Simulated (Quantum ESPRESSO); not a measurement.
# Collinear magnetic orders of MnO2 with Quantum ESPRESSO, part 2 of 2

Wanted: the moments of MnO2 and the energy of each order that was tried.

Quantum ESPRESSO 7.5; LDA; plane waves with GBRV 1.5 LDA potentials, no spin-orbit coupling.

So far, absolute magnetization (μB): step 2 (run 1 (ferro ++++)) 12.0.

## (3) Start 2: antiferro ++−−

pw.in reads:

```
&CONTROL
  calculation = 'scf'
  prefix = 'pwscf'
  outdir = './tmp'
  pseudo_dir = './pseudo'
  disk_io = 'nowf'
/
&SYSTEM
  ibrav = 0
  nat = 12
  ntyp = 3
  ecutwfc = 40
  ecutrho = 280
  nbnd = 70
  occupations = 'smearing'
  smearing = 'fd'
  degauss = 0.00367493
  nspin = 2
  starting_magnetization(1) = 0.3
  starting_magnetization(2) = -0.3
  starting_magnetization(3) = 0
/
&ELECTRONS
  conv_thr = 2.4d-08
  electron_maxstep = 150
  mixing_beta = 0.3
/
ATOMIC_SPECIES
Mn1    54.9380 mn_lda_v1.5.uspp.F.UPF
Mn2    54.9380 mn_lda_v1.5.uspp.F.UPF
O      15.9990 o_lda_v1.2.uspp.F.UPF
CELL_PARAMETERS angstrom
   0.0000000000    4.0199925062    4.0199925062
   4.0199925062    0.0000000000    4.0199925062
   4.0199925062    4.0199925062    0.0000000000
ATOMIC_POSITIONS crystal
Mn1     0.6250000000    0.1250000000    0.6250000000
Mn1     0.1250000000    0.6250000000    0.6250000000
Mn2     0.6250000000    0.6250000000    0.1250000000
Mn2     0.6250000000    0.6250000000    0.6250000000
O       0.8328612900    0.3890462400    0.3890462400
O       0.3890462400    0.8328612900    0.3890462400
O       0.3890462400    0.3890462400    0.3890462400
O       0.3890462400    0.3890462400    0.8328612900
O       0.8609537600    0.4171387100    0.8609537600
O       0.4171387100    0.8609537600    0.8609537600
O       0.8609537600    0.8609537600    0.4171387100
O       0.8609537600    0.8609537600    0.8609537600
K_POINTS automatic
4 4 4 0 0 0
```

Command:

```sh
> OMP_NUM_THREADS=1 mpirun -n 4 pw.x -nk 4 -in pw.in > pw.out
```

The program printed:

```text
[banner, memory and clock lines left out]
Program PWSCF v.7.5 starts

     Message from routine setup:
     using ibrav=0 with symmetry is DISCOURAGED, use correct ibrav instead

     bravais-lattice index     =            0
     lattice parameter (alat)  =      10.7433  a.u.
     unit-cell volume          =     876.8036 (a.u.)^3
     number of atoms/cell      =           12
     number of atomic types    =            3
     number of electrons       =       108.00
     number of Kohn-Sham states=           70
     kinetic-energy cutoff     =      40.0000  Ry
     charge density cutoff     =     280.0000  Ry
     scf convergence threshold =      2.4E-08
     mixing beta               =       0.3000
     number of iterations used =            8  plain     mixing
     Exchange-correlation= SLA  PZ   NOGX NOGC
                           (   1   1   0   0   0   0   0)

     celldm(1)=  10.743335  celldm(2)=   0.000000  celldm(3)=   0.000000
     celldm(4)=   0.000000  celldm(5)=   0.000000  celldm(6)=   0.000000

     crystal axes: (cart. coord. in units of alat)
               a(1) = (   0.000000   0.707107   0.707107 )
               a(2) = (   0.707107   0.000000   0.707107 )
               a(3) = (   0.707107   0.707107   0.000000 )

     reciprocal axes: (cart. coord. in units 2 pi/alat)
               b(1) = ( -0.707107  0.707107  0.707107 )
               b(2) = (  0.707107 -0.707107  0.707107 )
               b(3) = (  0.707107  0.707107 -0.707107 )

     PseudoPot. # 1 for Mn read from file:
     mn_lda_v1.5.uspp.F.UPF
     Pseudo is Ultrasoft + core correction, Zval = 15.0

     PseudoPot. # 2 for Mn read from file:
     mn_lda_v1.5.uspp.F.UPF
     Pseudo is Ultrasoft + core correction, Zval = 15.0

     PseudoPot. # 3 for O  read from file:
     o_lda_v1.2.uspp.F.UPF
     Pseudo is Ultrasoft + core correction, Zval =  6.0

     atomic species   valence    mass     pseudopotential
     Mn1              15.00    54.93800     Mn( 1.00)
     Mn2              15.00    54.93800     Mn( 1.00)
     O                 6.00    15.99900     O ( 1.00)

     Starting magnetic structure
     atomic species   magnetization
     Mn1             0.300
     Mn2            -0.300
     O               0.000

      8 Sym. Ops., with inversion, found ( 4 have fractional translation)

   Cartesian axes

     site n.     atom                  positions (alat units)
         1        Mn1    tau(   1) = (   0.5303301   0.8838835   0.5303301  )
         2        Mn1    tau(   2) = (   0.8838835   0.5303301   0.5303301  )
         3        Mn2    tau(   3) = (   0.5303301   0.5303301   0.8838835  )
         4        Mn2    tau(   4) = (   0.8838835   0.8838835   0.8838835  )
         5        O      tau(   5) = (   0.5501945   0.8640191   0.8640191  )
         6        O      tau(   6) = (   0.8640191   0.5501945   0.8640191  )
         7        O      tau(   7) = (   0.5501945   0.5501945   0.5501945  )
         8        O      tau(   8) = (   0.8640191   0.8640191   0.5501945  )
         9        O      tau(   9) = (   0.9037479   1.2175725   0.9037479  )
        10        O      tau(  10) = (   1.2175725   0.9037479   0.9037479  )
        11        O      tau(  11) = (   0.9037479   0.9037479   1.2175725  )
        12        O      tau(  12) = (   1.2175725   1.2175725   1.2175725  )

     number of k points=    18  Fermi-Dirac smearing, width (Ry)=  0.0037
                       cart. coord. in units 2pi/alat
        k(    1) = (   0.0000000   0.0000000   0.0000000), wk =   0.0156250
        k(    2) = (   0.1767767   0.1767767  -0.1767767), wk =   0.0625000
        k(    3) = (  -0.3535534  -0.3535534   0.3535534), wk =   0.0312500
        k(    4) = (   0.3535534   0.0000000   0.0000000), wk =   0.0625000
        k(    5) = (  -0.1767767  -0.5303301   0.5303301), wk =   0.1250000
        [... 13 further k-points ...]

     Dense  grid:    69473 G-vectors     FFT dimensions: (  60,  60,  60)

     Smooth grid:    29939 G-vectors     FFT dimensions: (  48,  48,  48)

     Check: negative core charge=   -0.000041
     Generating pointlists ...
     new r_m :   0.1381 (alat units)  1.4840 (a.u.) for type    1
     new r_m :   0.1381 (alat units)  1.4840 (a.u.) for type    2
     new r_m :   0.1381 (alat units)  1.4840 (a.u.) for type    3

     Initial potential from superposition of free atoms

     starting charge     105.9997, renormalised to     108.0000
     Starting wfcs are   84 randomized atomic wfcs

     Self-consistent Calculation

     iteration #  1     ecut=    40.00 Ry     beta= 0.30
     Davidson diagonalization with overlap
     ethr =  1.00E-02,  avg # of iterations =  2.5

     total energy              =   -1100.75188778 Ry
     estimated scf accuracy    <       9.35663168 Ry

     total magnetization       =     0.00 Bohr mag/cell
     absolute magnetization    =    11.93 Bohr mag/cell

     iteration #  2     ecut=    40.00 Ry     beta= 0.30
     Davidson diagonalization with overlap
     ethr =  8.66E-03,  avg # of iterations =  2.0

     total energy              =   -1101.38116983 Ry
     estimated scf accuracy    <      11.20774954 Ry

     total magnetization       =    -0.00 Bohr mag/cell
     absolute magnetization    =    10.00 Bohr mag/cell

     [... further iterations left out ...]

     iteration # 13     ecut=    40.00 Ry     beta= 0.30
     Davidson diagonalization with overlap
     ethr =  7.78E-10,  avg # of iterations =  2.0

     total energy              =   -1103.27602229 Ry
     estimated scf accuracy    <       0.00000003 Ry

     total magnetization       =    -0.00 Bohr mag/cell
     absolute magnetization    =    11.65 Bohr mag/cell

     iteration # 14     ecut=    40.00 Ry     beta= 0.30
     Davidson diagonalization with overlap
     ethr =  2.90E-11,  avg # of iterations =  2.0

     Magnetic moment per site  (integrated on atomic sphere of radius R)
     atom   1 (R=0.138)  charge= 11.7486  magn=  2.3458
     atom   2 (R=0.138)  charge= 11.7486  magn=  2.3458
     atom   3 (R=0.138)  charge= 11.7486  magn= -2.3458
     atom   4 (R=0.138)  charge= 11.7486  magn= -2.3458
     atom   5 (R=0.138)  charge=  5.2089  magn= -0.0059
     atom   6 (R=0.138)  charge=  5.2089  magn= -0.0059
     atom   7 (R=0.138)  charge=  5.2089  magn=  0.0059
     atom   8 (R=0.138)  charge=  5.2089  magn=  0.0059
     atom   9 (R=0.138)  charge=  5.2089  magn= -0.0059
     atom  10 (R=0.138)  charge=  5.2089  magn= -0.0059
     atom  11 (R=0.138)  charge=  5.2089  magn=  0.0059
     atom  12 (R=0.138)  charge=  5.2089  magn=  0.0059

     End of self-consistent calculation

     [... lines left out ...]
     the Fermi energy is     7.7031 ev

!    total energy              =   -1103.27602232 Ry
     estimated scf accuracy    <          8.4E-09 Ry
     smearing contrib. (-TS)   =      -0.00000651 Ry
     internal energy E=F+TS    =   -1103.27601581 Ry

     The total energy is F=E-TS. E is the sum of the following terms:
     one-electron contribution =    -775.65752944 Ry
     hartree contribution      =     431.11901915 Ry
     xc contribution           =    -161.69477705 Ry
     ewald contribution        =    -597.04272848 Ry

     total magnetization       =    -0.00 Bohr mag/cell
     absolute magnetization    =    11.65 Bohr mag/cell

     convergence has been achieved in  14 iterations
```

It took 85 s on 4 MPI ranks of Arm Neoverse V1, shared host; peak memory 0.84 GiB.

Spin moment in the atom's sphere by atom:

| atom | spin moment in the atom's sphere (μB) |
| --- | --- |
| Mn1 | 2.35 |
| Mn2 | 2.35 |
| Mn3 | -2.35 |
| Mn4 | -2.35 |
| O5 | -0.01 |
| O6 | -0.01 |
| O7 | 0.01 |
| O8 | 0.01 |
| O9 | -0.01 |
| O10 | -0.01 |
| O11 | 0.01 |
| O12 | 0.01 |

Numbers from this step:

```yaml
smearing_term_ts: 8.85e-5 eV
magnetization: 0 μB
absolute_magnetization: 11.65 μB
final_state: antiferromagnetic
```

Spin density in the ac plane of the conventional cell at fractional y = 0.125, with atoms of Mn and O within 0.2 Å of it.

Values in e/Å³, 12 rows by 16 columns, each cell a mean:
```
 0.0  0.1  0.1  0.0  0.0  0.0  0.0  0.0  0.0  0.0  0.1  0.0  0.1  0.7  0.7  0.2
 0.0  0.0  0.0  0.0  0.0  0.0  0.0  0.0  0.0  0.0  0.1  0.0  0.1  2.1  3.2  0.3
 0.0  0.0  0.0  0.0  0.0  0.0  0.0  0.0  0.0  0.0  0.1  0.0  0.0  0.2  0.2  0.1
 0.0  0.0  0.0  0.0  0.0  0.0 -0.1  0.0 -0.1 -0.7 -0.7 -0.2  0.0 -0.1 -0.1  0.0
 0.0  0.0  0.0  0.0  0.0  0.0 -0.1  0.0 -0.1 -2.1 -3.2 -0.3  0.0  0.0  0.0  0.0
 0.0  0.0  0.0  0.0  0.0  0.0 -0.1  0.0  0.0 -0.2 -0.2 -0.1  0.0  0.0  0.0  0.0
 0.0  0.0  0.1  0.0  0.1  0.7  0.7  0.2  0.0  0.1  0.1  0.0  0.0  0.0  0.0  0.0
 0.0  0.0  0.1  0.0  0.1  2.1  3.2  0.3  0.0  0.0  0.0  0.0  0.0  0.0  0.0  0.0
 0.0  0.0  0.1  0.0  0.0  0.2  0.2  0.1  0.0  0.0  0.0  0.0  0.0  0.0  0.0  0.0
-0.1 -0.7 -0.7 -0.2  0.0 -0.1 -0.1  0.0  0.0  0.0  0.0  0.0  0.0  0.0 -0.1  0.0
-0.1 -2.1 -3.2 -0.3  0.0  0.0  0.0  0.0  0.0  0.0  0.0  0.0  0.0  0.0 -0.1  0.0
 0.0 -0.2 -0.2 -0.1  0.0  0.0  0.0  0.0  0.0  0.0  0.0  0.0  0.0  0.0 -0.1  0.0
```
Columns run along a (8.0 Å), rows up along c (8.0 Å), edges of the conventional cell, whose origin can differ from the input's. Atoms in or near the plane, at fractional coordinates: Mn at (0.38, 0.38), Mn at (0.88, 0.88), Mn at (0.12, 0.13), Mn at (0.62, 0.62), O at (0.89, 0.11), O at (0.39, 0.61), O at (0.61, 0.39), O at (0.11, 0.89), O at (0.36, 0.14), O at (0.86, 0.64), O at (0.14, 0.36), O at (0.64, 0.86).

Valence density in the ac plane of the conventional cell at fractional y = 0.125, with atoms of Mn and O within 0.2 Å of it. It is the smooth field of the valence electrons, not physical close to the nuclei.

Values in e/Å³, 12 rows by 16 columns, each cell a mean:
```
 1  3  3  0  0  0  0  0  0  1  1  1  0  4  5  1
 1  5  4  1  0  0  0  0  0  3  6  2  1 12 15  3
 0  1  1  0  0  0  0  0  0  1  2  1  0  2  2  0
 0  0  0  0  0  1  1  1  0  4  5  1  1  3  3  0
 0  0  0  0  0  3  6  2  1 12 15  3  1  5  4  1
 0  0  0  0  0  1  2  1  0  2  2  0  0  1  1  0
 0  1  1  1  0  4  5  1  1  3  3  0  0  0  0  0
 0  3  6  2  1 12 15  3  1  5  4  1  0  0  0  0
 0  1  2  1  0  2  2  0  0  1  1  0  0  0  0  0
 0  4  5  1  1  3  3  0  0  0  0  0  0  1  1  1
 1 12 15  3  1  5  4  1  0  0  0  0  0  3  6  2
 0  2  2  0  0  1  1  0  0  0  0  0  0  1  2  1
```
Columns run along a (8.0 Å), rows up along c (8.0 Å), edges of the conventional cell, whose origin can differ from the input's. Atoms in or near the plane, at fractional coordinates: Mn at (0.38, 0.38), Mn at (0.88, 0.88), Mn at (0.12, 0.13), Mn at (0.62, 0.62), O at (0.89, 0.11), O at (0.39, 0.61), O at (0.61, 0.39), O at (0.11, 0.89), O at (0.36, 0.14), O at (0.86, 0.64), O at (0.14, 0.36), O at (0.64, 0.86).

## (4) Start 3: ferri +++−

pw.in: that of step 3 with these lines changed.

```diff
@@ -13,3 +13,3 @@
   ecutrho = 280
-  nbnd = 70
+  nbnd = 74
   occupations = 'smearing'
@@ -38,3 +38,3 @@
 Mn1     0.1250000000    0.6250000000    0.6250000000
-Mn2     0.6250000000    0.6250000000    0.1250000000
+Mn1     0.6250000000    0.6250000000    0.1250000000
 Mn2     0.6250000000    0.6250000000    0.6250000000
```

The program printed:

```text
     [... lines left out ...]
Program PWSCF v.7.5 starts
     [... lines left out ...]
     number of atoms/cell      =           12
     [... lines left out ...]
     number of electrons       =       108.00
     number of Kohn-Sham states=           74
     kinetic-energy cutoff     =      40.0000  Ry
     charge density cutoff     =     280.0000  Ry
     scf convergence threshold =      2.4E-08
     [... lines left out ...]
     12 Sym. Ops., with inversion, found ( 6 have fractional translation)
     [... lines left out ...]
     number of k points=    13  Fermi-Dirac smearing, width (Ry)=  0.0037
     [... lines left out ...]
     iteration # 15     ecut=    40.00 Ry     beta= 0.30
     [... lines left out ...]
     Magnetic moment per site  (integrated on atomic sphere of radius R)
     atom   1 (R=0.138)  charge= 11.7493  magn=  2.4119
     atom   2 (R=0.138)  charge= 11.7493  magn=  2.4119
     atom   3 (R=0.138)  charge= 11.7493  magn=  2.4119
     atom   4 (R=0.138)  charge= 11.7465  magn= -2.2619
     atom   5 (R=0.138)  charge=  5.2090  magn=  0.0268
     atom   6 (R=0.138)  charge=  5.2090  magn=  0.0268
     atom   7 (R=0.138)  charge=  5.2097  magn=  0.0333
     atom   8 (R=0.138)  charge=  5.2090  magn=  0.0268
     atom   9 (R=0.138)  charge=  5.2090  magn=  0.0268
     atom  10 (R=0.138)  charge=  5.2090  magn=  0.0268
     atom  11 (R=0.138)  charge=  5.2090  magn=  0.0268
     atom  12 (R=0.138)  charge=  5.2097  magn=  0.0333
     [... lines left out ...]
     the Fermi energy is     7.6802 ev
!    total energy              =   -1103.27617536 Ry
     estimated scf accuracy    <       0.00000001 Ry
     smearing contrib. (-TS)   =      -0.00001690 Ry
     [... lines left out ...]
     total magnetization       =     6.00 Bohr mag/cell
     absolute magnetization    =    11.70 Bohr mag/cell
     convergence has been achieved in  15 iterations
```

It took 80 s on 4 MPI ranks; peak memory 0.82 GiB; 5.3 min of CPU time.

Spin moment in the atom's sphere by atom:

```csv
atom,spin moment in the atom's sphere (μB)
Mn1,2.41
Mn2,2.41
Mn3,2.41
Mn4,-2.26
O5,0.03
O6,0.03
O7,0.03
O8,0.03
O9,0.03
O10,0.03
O11,0.03
O12,0.03
```

Read from the output:

```
smearing term TS       : 2.30e-4 eV
magnetization          : 5.999 μB
absolute magnetization : 11.70 μB
final state            : ferrimagnetic
```

## (5) The states side by side

An order is kept where moments of 0.15 μB or more survive with the typed signs; meshes match where a doubled cell samples the same k points as the first cell.

Ferrimagnetic means that a moment over 0.15 μB on a transition or rare-earth metal, induced ones included, opposes the net moment. Orders:

```
         start        final state  typed order kept  energy over the lowest (meV a seeded atom)  largest site moment (μB)  net moment (μB a cell of the first run)  mesh matched  CPU time (s)
    ferro ++++      ferromagnetic               yes                                         8.4                     2.466                                    11.95           yes           179
antiferro ++--  antiferromagnetic               yes                                      0.5206                     2.346                                        0           yes         337.8
    ferri +++-      ferrimagnetic               yes                                           0                     2.412                                    5.999           yes         317.9
```

## (6) Results

- lowest state found: ferrimagnetic (from ferri +++-)
- largest site moment: 2.41 μB
- next state with moments: antiferromagnetic, 0.521 meV a seeded atom higher

What this shows: The two lowest states lie so close that the mesh, the smearing, the functional or spin–orbit coupling could swap them. This is the lowest of 3 collinear or spinless starts, no proof of the ground state. No Hubbard term acts here. In such compounds local and semilocal functionals without one often delocalise the d electrons, and can shrink or lose moments and miss the size, sign and order of the couplings.

[Logs and program files are shortened in this print: banners, set-up blocks, solver, clock and traceback lines can be left out without a mark of their own.]

[Logs are printed without paths, hosts, clocks, repeated set-up lines and the standing remarks that a program may print on its own settings, such as how far it seeks lower states.]

[Hosts, paths, dates, database ids (printed as entryN), source tags and the programs' standing remarks are cut or masked in the printed files.]

[Where a cell is said to come from a database of computed structures, the database is the Materials Project.]
